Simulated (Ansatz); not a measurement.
# BPd3C (built on the sites of a database entry of AlPt3C): a soft mode frozen in

Which phase does BPd3C (built on the sites of a database entry of AlPt3C) fall into along its unstable mode, and how much energy does it gain?

Program: Ansatz 0.2.0. Level of theory: DFT PBEsol, scalar-relativistic, plane waves, PAW. Results are calculated unless marked as measured.

This is a report of a sequence of runs, with most program output left out.

The structure was built from a prototype and need not be the compound's stable phase.

### 1. Set-up

Symmetry: Pm-3m, No. 221, cubic system. The conventional cell has a = 4.004 Å, b = 4.004 Å, c = 4.004 Å, α = 90.00°, β = 90.00°, γ = 90.00°. Nearest to B lie 12 Pd at 2.83 Å. Pd has 2 C at 2.00 Å and 8 Pd at 2.83 Å and 4 B at 2.83 Å nearest. C has 6 Pd at 2.00 Å nearest. Farther neighbours are not listed.

### 2. Phonons on a q mesh

The cell comes from relaxations at this level that are not shown. Stability and thermal properties need the whole zone. Linear response on a 2×2×2 q mesh gives force constants as far as a supercell of that size would.

input.yaml

```yaml
crystal:
  lattice:
    - [4.0038716247, 0.0, 0.0]
    - [0.0, 4.0038716247, 0.0]
    - [0.0, 0.0, 4.0038716247]
  atoms:
    - { symbol: B, position: [0.0, 0.0, 0.0] }
    - { symbol: Pd, position: [0.0, 0.5, 0.5] }
    - { symbol: Pd, position: [0.5, 0.0, 0.5] }
    - { symbol: Pd, position: [0.5, 0.5, 0.0] }
    - { symbol: C, position: [0.5, 0.5, 0.5] }
kpoints:
  mp_grid: { grid: [8, 8, 8] }
hamiltonian:
  xc: pbesol
scf:
  occupations: { method: methfessel_paxton, width: 0.15 }
output:
  eigenvalues: true
phonons:
  method: dfpt
  qmesh: [2, 2, 2]
  temperatures: { t_max: 1000, t_step: 50 }
  qpath:
    path:
      - [[0.0, 0.0, 0.0], [0.0, 0.5, 0.0], [0.5, 0.5, 0.0], [0.0, 0.0, 0.0], [0.5, 0.5, 0.5], [0.0, 0.5, 0.0]]
      - [[0.5, 0.5, 0.5], [0.5, 0.5, 0.0]]
    npoints: 10
```

Started as:

```bash
ansatz run input.yaml --threads 8 --pin off --max-ram 14336MiB --backend cpu --events-out ev --progress --plain --runs-dir out
```

Run time: 91 s. Hardware: 8 threads of Arm Neoverse V2, shared host; peak memory 1.1 GiB.

Numbers from this step:

```yaml
volume_per_atom: 12.84 Å³
gap_on_the_k_mesh: 0 eV
sum_rule_residual_before_enforcement: 6.26e-5 eV/Å²
lowest_frequency_on_the_path: -294.9 cm⁻¹
point_group: m-3m
highest_frequency_on_the_path_or_at_a_solved_wavevector: 712.0 cm⁻¹
highest_optical_mode_at_the_zone_centre_no_lo_to_term: 453.4 cm⁻¹
lowest_optical_zone_centre_mode: -294.9 cm⁻¹
lowest_mode_on_the_q_mesh_acoustic_modes_at_gamma_apart: -294.9 cm⁻¹
```

Frequencies (cm⁻¹) solved at each irreducible wavevector; negative means imaginary. Frequencies by wavevector, by row:

```tsv
q in reciprocal lattice units	star	mode 1	mode 2	mode 3	mode 4	mode 13	mode 14	mode 15
0 0 0	1	-294.9	-294.9	-294.9	-98.1	453.4	453.4	453.4
0 0 -0.5	3	-280.5	-280.5	-161.1	-127	458.9	458.9	688.3
0 -0.5 -0.5	3	-272.5	-237.6	-237.6	-135.1	466.3	704.4	704.4
-0.5 -0.5 -0.5	1	-252.9	-252.9	-252.9	-119.2	712	712	712
```

Interpolated from a 2×2×2 q mesh, rough between the solved points. Phonon branches along the path, in cm⁻¹:

```tsv
point	branch 1	branch 2	branch 3	branch 4	branch 12	branch 13	branch 14	branch 15
Γ	-295	-295	-295	-98	57	453	453	453
halfway	-287	-287	-240	-113	190	456	456	572
X	-280	-280	-161	-127	220	459	459	688
halfway	-277	-260	-210	-130	237	462	588	696
M	-272	-238	-238	-135	258	466	704	704
halfway	-282	-261	-240	-119	211	459	579	581
Γ	-295	-295	-295	-98	57	453	453	453
halfway	-261	-261	-246	-121	236	586	586	587
R	-253	-253	-253	-119	306	712	712	712
halfway	-262	-261	-230	-128	260	591	594	702
X	-280	-280	-161	-127	220	459	459	688
jump to R	-253	-253	-253	-119	306	712	712	712
halfway	-263	-245	-245	-127	282	597	708	708
M	-272	-238	-238	-135	258	466	704	704
```

Symmetry leaves 4 wavevectors to solve. The lowest mode among them, the acoustic zeros apart, lies at Γ and is imaginary, 294.9i cm⁻¹, so the energy falls along it.

### 3. The mode frozen in, largest atomic shift 0 Å

The mode followed lies at q = (0, 0, -0.5) with frequency 280.5i cm⁻¹ and is 2-fold degenerate, one of the unstable modes though not the softest. At small amplitude the distorted cell has space group no. 11 by a symmetry search on the positions. The undistorted cell that holds it gives the zero of energy on the same k mesh.

System of this step: BPd3C (built on the sites of a database entry of AlPt3C). It takes space group Pm-3m (No. 221, cubic). Conventional cell: a = 4.004 Å, b = 4.004 Å, c = 4.004 Å, α = 90.00°, β = 90.00°, γ = 90.00°. B has 12 Pd at 2.83 Å nearest. Nearest to Pd lie 2 C at 2.00 Å and 8 Pd at 2.83 Å and 4 B at 2.83 Å. Nearest to C lie 6 Pd at 2.00 Å. Farther neighbours are not listed.

input.yaml

```yaml
crystal:
  lattice:
    - [4.0038716247, 0.0, 0.0]
    - [0.0, 4.0038716247, 0.0]
    - [0.0, 0.0, 8.0077432494]
  atoms:
    - { symbol: B, position: [0.0, 0.0, 0.5] }
    - { symbol: B, position: [0.0, 0.0, 0.0] }
    - { symbol: Pd, position: [0.0, 0.5, 0.25] }
    - { symbol: Pd, position: [0.0, 0.5, 0.75] }
    - { symbol: Pd, position: [0.5, 0.0, 0.25] }
    - { symbol: Pd, position: [0.5, 0.0, 0.75] }
    - { symbol: Pd, position: [0.5, 0.5, 0.0] }
    - { symbol: Pd, position: [0.5, 0.5, 0.5] }
    - { symbol: C, position: [0.5, 0.5, 0.25] }
    - { symbol: C, position: [0.5, 0.5, 0.75] }
kpoints:
  mp_grid: { grid: [8, 8, 4] }
hamiltonian:
  xc: pbesol
scf:
  occupations: { method: methfessel_paxton, width: 0.15 }
output:
  forces: true
  stress: true
  eigenvalues: true
```

The job ended after 2.5 s (8 threads; peak memory 0.84 GiB).

Numbers from this step:

```yaml
pressure: 0.002781 GPa
energy_from_the_undistorted_cell: 0 meV/atom
```

The run ends at a pressure of 0.00 GPa.

### 4. The mode frozen in, largest atomic shift 0.6 Å

The atoms are moved along the unstable eigenvector, the largest shift by 0.6 Å, with the cell fixed.

input.yaml, the sections that differ from step 3:

```yaml
crystal:
  lattice:
    - [4.0038716247, 0.0, 0.0]
    - [0.0, 4.0038716247, 0.0]
    - [0.0, 0.0, 8.0077432494]
  atoms:
    - { symbol: B, position: [0.1357425051, -0.0634860591, 0.5] }
    - { symbol: B, position: [-0.1357425051, 0.0634860591, 0.0] }
    - { symbol: Pd, position: [0.0, 0.5, 0.25] }
    - { symbol: Pd, position: [0.0, 0.5, 0.75] }
    - { symbol: Pd, position: [0.5, 0.0, 0.25] }
    - { symbol: Pd, position: [0.5, 0.0, 0.75] }
    - { symbol: Pd, position: [0.5104020457, 0.4951350177, 0.0] }
    - { symbol: Pd, position: [0.4895979543, 0.5048649823, 0.5] }
    - { symbol: C, position: [0.5, 0.5, 0.25] }
    - { symbol: C, position: [0.5, 0.5, 0.75] }
# kpoints, hamiltonian, scf, output: as in step 3
```

Wall time 5.7 s (8 threads); peak memory 1.1 GiB.

Numbers from this step:

```
pressure                         : 3.419 GPa
energy from the undistorted cell : -93.54 meV/atom
```

The energy, extrapolated to zero smearing, is -93.54 meV/atom against the undistorted cell.

The run ends at a pressure of 3.42 GPa, with forces up to 1.1 eV/Å.

### 5. Energy along the mode, all amplitudes (two of the runs are shown above)

An imaginary frequency means negative curvature, so the energy should fall and then rise again as anharmonic terms take over.

Numbers from this step:

```yaml
depth_at_the_lowest_point_sampled: 93.54 meV/atom
largest_atomic_shift_at_that_point: 0.6 Å
```

Table of energy from the parent by largest atomic shift:

```tsv
largest atomic shift (Å)	energy from the parent (meV/atom)
0.000	0
0.040	-0.529
0.080	-2.11
0.140	-6.42
0.220	-15.6
0.320	-32.0
0.450	-59.2
0.600	-93.5
```

Displacement at unit largest shift by atom:

```tsv
atom	x (Å)	y (Å)	z (Å)	size
B1	0.91	-0.42	0.00	1.00
B2	-0.91	0.42	0.00	1.00
Pd3	0.00	0.00	0.00	0.00
Pd4	0.00	0.00	0.00	0.00
Pd5	0.00	0.00	0.00	0.00
Pd6	0.00	0.00	0.00	0.00
Pd7	0.07	-0.03	0.00	0.08
Pd8	-0.07	0.03	0.00	0.08
C9	0.00	0.00	0.00	0.00
C10	0.00	0.00	0.00	0.00
```

The lowest of the steps tried is the last one, at 0.6 Å, 93.5 meV/atom below the parent; the bottom of the well need not coincide with a step.

### 6. Relaxing from the distorted cell

Starting from the lowest point found, all atoms and the cell are let go, so that strain and other modes of the same symmetry can join in.

Edit input.yaml of step 4 so:

```diff
@@ -26 +26,6 @@
   eigenvalues: true
+relax:
+  adjacent_minimum: "off"
+  f_tol: 0.002
+  max_steps: 120
+  cell: { stress_tol: 0.03 }
```

It took 2.7 min on 8 threads; peak memory 1.2 GiB.

Step by step (22 of 24):

```tsv
step	energy less that of the first step (eV)	largest force component (eV/Å)	pressure (GPa)	volume (Å³)
1	0.0000	0.9946	3.42	128.37
2	-0.5672	1.0239	-0.28	132.29
3	-1.1139	0.7421	-0.62	134.58
4	-1.6548	0.6894	0.04	136.29
5	-1.7115	0.7792	0.60	138.52
6	-1.9381	0.4112	-2.03	138.67
8	-2.0367	0.2463	0.01	134.84
9	-2.0326	0.2227	0.38	133.37
10	-2.0566	0.0379	-0.07	134.23
11	-2.0589	0.0160	-0.06	134.10
12	-2.0590	0.0205	-0.16	134.08
13	-2.0593	0.0174	0.26	133.75
14	-2.0593	0.0018	-0.01	133.97
15*	-2.1185	0.0051	0.69	133.97
16	-2.1363	0.0229	0.06	134.17
17	-2.1399	0.0176	0.18	134.13
19	-2.1405	0.0034	0.00	134.25
20	-2.1405	0.0020	0.01	134.25
21	-2.1405	0.0002	0.00	134.25
22*	-2.1413	0.0004	0.01	134.25
23	-2.1413	0.0004	0.00	134.25
24*	-2.1413	0.0004	0.00	134.25
```

Relaxation steps marked * repeat the geometry before them on a plane-wave basis chosen anew for their cell, so energy and pressure can jump there. Other such steps can lie between the rows shown. Relaxation step 9 was tried and not accepted.

The run keeps the 4 symmetry operations that it works with, so distortions that break them were not tested.

```tsv
cell as run	before	after	change
a (Å)	4.004	4.275	+6.8 %
b (Å)	4.004	4.188	+4.6 %
c (Å)	8.008	7.715	-3.7 %
γ (°)	90.00	103.62	+15.1 %
volume (Å³/atom)	12.84	13.43	+4.6 %
```

The atoms that moved most (Å, as changes of fractional coordinates times the final cell):

```tsv
atom	dx	dy	dz	length
Pd7	0.434	0.522	0.000	0.678
Pd8	-0.434	-0.522	0.000	0.678
B1	0.436	-0.458	0.000	0.632
B2	-0.436	0.458	0.000	0.632
```

The relaxed structure:

```cif
data_structure
_symmetry_space_group_name_H-M 'P 1'
_symmetry_Int_Tables_number 1
_cell_length_a 4.2749
_cell_length_b 4.1884
_cell_length_c 7.7153
_cell_angle_alpha 90.000
_cell_angle_beta 90.000
_cell_angle_gamma 103.624
_cell_volume 134.25
loop_
_atom_site_label
_atom_site_type_symbol
_atom_site_fract_x
_atom_site_fract_y
_atom_site_fract_z
_atom_site_occupancy
B1 B 0.22664 0.83738 0.50000 1
B2 B 0.77336 0.16262 0.00000 1
Pd3 Pd 0.00000 0.50000 0.25000 1
Pd4 Pd 0.00000 0.50000 0.75000 1
Pd5 Pd 0.50000 0.00000 0.25000 1
Pd6 Pd 0.50000 0.00000 0.75000 1
Pd7 Pd 0.62905 0.63489 0.00000 1
Pd8 Pd 0.37095 0.36511 0.50000 1
C9 C 0.50000 0.50000 0.25000 1
C10 C 0.50000 0.50000 0.75000 1
```

Numbers from this step:

| Property | Result |
| --- | --- |
| pressure | 8.46e-4 GPa |
| volume per atom | 13.43 Å³ |

The distorted start has space group P2_1/m; the relaxation ends in P2_1/m.

### 7. The phases reached

The phases reached along the modes that were followed are set side by side.

Energies are those of the first relaxation, on the mesh of the frozen mode; space group, volume and gap are those of the last relaxation. Phases, by row:

```tsv
mode frozen in	space group	energy from parent (meV/atom)	volume (Å³/atom)	gap on mesh (eV)	lowest zone-centre optical mode (cm⁻¹)	largest shift (Å)
parent	Pm-3m	0	12.84	0	–	–
q = (0, 0, 0), 295i cm⁻¹	P4mm	-298.4	13.9	0	28.8	0.963
q = (0, 0, 0), 295i cm⁻¹	R3m	-230.2	13.98	0	-67.2	0.846
q = (0, 0, 0), 295i cm⁻¹	Amm2	-493.6	13.23	0	58.7	0.924
q = (0, 0, -0.5), 281i cm⁻¹	Cmcm	-229.3	13.57	0	–	1.522
q = (0, 0, -0.5), 281i cm⁻¹	P4/mmm	-284.5	14.11	0	-111.1	1.974
q = (0, 0, -0.5), 281i cm⁻¹	P2_1/m	-307.6	13.43	0	–	1.309
```

### 8. Outcome

- unstable mode of the parent: q = (0, 0, -0.5), 280i cm⁻¹
- depth at the lowest point sampled: 93.5 meV/atom
- largest atomic shift at that point: 0.6 Å
- space group reached (within 0.01 Å): P2_1/m
- energy gained over the parent (first relaxation, on the mesh of the frozen mode): 308 meV/atom
- volume per atom, phase reached: 13.4 Å³

Along this mode the structure falls into P2_1/m, 308 meV/atom below the parent. At the parent's cell the well is 93.54 meV/atom deep on the steps tried, with its lowest point at a shift of 0.6 Å. That is the last step tried, so the steps alone don't bracket the bottom of the well. Relaxing atoms and cell changes the gain by +214.11 meV/atom against the lowest step (energies at zero smearing). Most of the total comes from this relaxation. The modes of the phase reached were not computed on this path. Of the 6 patterns followed to their end from this parent, this one ends 186 meV/atom above the lowest, Amm2. Each path keeps the symmetry of its pattern, so a lower phase may lie along a pattern not tried. The q mesh stands for a supercell only 8.0 Å across, so branches between the solved wavevectors are rough. With no gap, or one that is small against the smearing, the frequencies hang on the k mesh and the smearing, most of all near Kohn anomalies. The phonon runs are without spin polarisation, although the cell has an odd electron count. A phonon run warned that its eigensolver left some bands unconverged in a pass. The starting cell was built on a prototype and not taken from a measurement, so the phase need not exist.

[Logs are printed without paths, hosts, clocks, repeated set-up lines and the standing remarks that a program may print on its own settings, such as how far it seeks lower states.]

[Hosts, paths, dates, database ids (printed as entryN), source tags and the programs' standing remarks are cut or masked in the printed files.]
